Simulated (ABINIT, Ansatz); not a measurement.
Entries from a set of simulations; values are calculated unless marked as measured.

### Quasiparticle gap of WS2 (Tungstenite) in ABINIT

The structure is hexagonal, space group P6_3/mmc (No. 194). Conventional cell: a = 3.153 Å, b = 3.153 Å, c = 12.323 Å, α = 90.00°, β = 90.00°, γ = 120.00°. Nearest to W lie 6 S at 2.40 Å. S has 3 W at 2.40 Å nearest. Farther neighbours, and contacts between anions beyond the nearest, are not listed.

- method: RPA screening on PBE, plane waves, norm-conserving pseudopotentials (and 2 further levels or steps)
- program: ABINIT 10.8.3
- settings: cutoff 31 Ha, PseudoDojo scalar-relativistic 0.4.1 standard, norm-conserving, ngkpt (6, 6, 1), nband 173, ecuteps 4.4 Ha, inclvkb 2, shiftk (0, 0, 0), symchi 1, awtr 1, frequency ppm, 6×6×1 k-mesh
- cost: 4 runs, 6.8 min in all on 4 MPI ranks of Intel Xeon 6975P-C (Granite Rapids), shared host
- notes: The program’s warnings: nkpt*nsppol () is not a multiple of nproc spkpt (). The cell and positions come from the Crystallography Open Database and are kept as given unless a step says otherwise. Limits: no spin-orbit coupling. The 6×6×1 mesh is coarse for this cell, which bears on the long-range parts of exchange and screening.
- PBE gap: 0.98 eV, indirect
- G0W0 gap on the mesh: 1.29 eV
- GW settings: 6×6×1 mesh, 173 bands, screening to 119.7 eV, Godby-Needs plasmon pole
- known limits: short of the basis limit; no spin-orbit coupling; coarse k mesh

G0W0 moves the gap on the mesh from 0.98 eV to 1.29 eV (+0.31 eV), with Z of 0.79 and 0.80 at the edges. Local fields lower the RPA ε∞ on this mesh from 15.08 to 13.56; a Γ-centred mesh this coarse tends to raise both, most where the direct gap is narrow, while a short band sum lowers them.

[Paths, hosts, dates, memory and timing lines, banners, echoed tables and standing remarks are left out of the program output; an Ansatz launch command may be rebuilt from the run's recorded settings. Measured values are a selection of at most five: reports struck by readers or far from the other reports are left out. None is set beside runs whose start may be inverted or whose files or cutoffs have a known fault.]

[Runs of the session that timed out or met a known fault of the program may be left out.]

[Hosts, paths, dates, database ids (printed as entryN), source tags and the programs' standing remarks are cut or masked in the printed files.]

[G0W0 gaps are taken among the corrected bands and points alone; a level outside them can change the order at an edge.]

[Where Ansatz stands beside ABINIT at settings called matched, ABINIT's density can come from a denser mesh and the files from another edition; pairs whose starting gaps differed by over 0.03 eV were left out, so agreement reads better than it is.]
